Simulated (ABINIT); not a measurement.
Computed results, one entry a study.

```cif
data_pbo
_symmetry_space_group_name_H-M 'P4/nmm:1'
_symmetry_Int_Tables_number 129
_cell_length_a 3.9748
_cell_length_b 3.9748
_cell_length_c 5.0227
_cell_angle_alpha 90.000
_cell_angle_beta 90.000
_cell_angle_gamma 90.000
_cell_volume 79.35
loop_
_atom_site_label
_atom_site_type_symbol
_atom_site_symmetry_multiplicity
_atom_site_Wyckoff_symbol
_atom_site_fract_x
_atom_site_fract_y
_atom_site_fract_z
_atom_site_occupancy
Pb1 Pb 2 c 0.00000 0.50000 0.23851 1
O1 O 2 a 0.00000 0.00000 0.00000 1
_calc_subject 'Quasiparticle gap of PbO (P4/nmm) in ABINIT'
_calc_method 'RPA screening on PBE, plane waves, norm-conserving pseudopotentials (and 2 further levels or steps)'
_calc_program 'ABINIT 10.8.3'
_calc_settings 'cutoff 42 Ha, PseudoDojo scalar-relativistic 0.4 stringent, norm-conserving, ngkpt (4, 4, 2), nband 124, ecuteps 4.8 Ha, inclvkb 2, shiftk (0, 0, 0), symchi 1, awtr 1, frequency ppm, 4×4×2 k-mesh'
_calc_cost '5 runs, 4.6 min in all on 8 MPI ranks of Intel Xeon 6975P-C (Granite Rapids), shared host'
_calc_notes 'The database entry behind the starting cell differs from other determinations of this structure. The program’s warnings: nkpt*nsppol () is not a multiple of nproc spkpt (). The cell and positions come from the Crystallography Open Database and are kept as given unless a step says otherwise. Limits: no spin-orbit coupling. The 4×4×2 mesh is coarse for this cell, which bears on the long-range parts of exchange and screening.'
_calc_pbe_gap '1.17 eV, indirect'
_calc_g0w0_gap_on_the_mesh '1.25 eV'
_calc_gw_settings '4×4×2 mesh, 124 bands, screening to 130.6 eV, Godby-Needs plasmon pole'
_calc_known_limits 'short of the basis limit; no spin-orbit coupling; coarse k mesh'
```

[Long decimals in the printed logs are rounded to 6 places.]

[Logs are printed without paths, hosts, clocks, repeated set-up lines and the standing remarks that a program may print on its own settings, such as how far it seeks lower states.]

[Paths, hosts, dates, memory and timing lines, banners, echoed tables and standing remarks are left out of the program output; an Ansatz launch command may be rebuilt from the run's recorded settings. Measured values are a selection of at most five: reports struck by readers or far from the other reports are left out. None is set beside runs whose start may be inverted or whose files or cutoffs have a known fault.]

[Runs of the session that timed out or met a known fault of the program may be left out.]

[Hosts, paths, dates, database ids (printed as entryN), source tags and the programs' standing remarks are cut or masked in the printed files.]

[G0W0 gaps are taken among the corrected bands and points alone; a level outside them can change the order at an edge.]

[Where Ansatz stands beside ABINIT at settings called matched, ABINIT's density can come from a denser mesh and the files from another edition; pairs whose starting gaps differed by over 0.03 eV were left out, so agreement reads better than it is.]
